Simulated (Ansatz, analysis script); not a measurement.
# Calculated records

### Free-standing square Rh monolayer, spacing 2.904 Å: spin spirals and exchange

The cell holds 1 atom: 1 Rh. Its edges and angles: a = 2.904 Å, b = 2.904 Å, c = 14.000 Å, α = 90.0°, β = 90.0°, γ = 90.0°. An idealised lattice of chosen spacing, in vacuum. Vacuum lies along c.

- method: PBE, PAW set soft_1; spin spirals by the generalised Bloch theorem, no spin–orbit coupling (and 2 further levels or steps)
- program: Ansatz 0.2.0 and analysis script 1
- settings of one run: cutoff 420 eV, 20×20×1 k-mesh, Fermi-Dirac occupations, smearing width 0.1 eV, cone angle 90 °, wavevectors 11, starting moments 1.49 μB
- notes: No spin model is given, since the moments change too much along the path. The cell was taken as built, with atoms unrelaxed. In doubt: the program’s search for lower states was switched off, so a lower magnetic state than those reached may exist.
- lowest point of the path: q = 0
- highest point: 140 meV a magnetic atom

No spiral that was run lies below the ferromagnetic state at q = 0, and winding the moments costs up to 140 meV a magnetic atom. The moments change by at most 78 % from their size at q = 0, so they are itinerant and a model of rigid spins is rough.

[Hosts, paths, dates, database ids (printed as entryN), source tags and the programs' standing remarks are cut or masked in the printed files.]
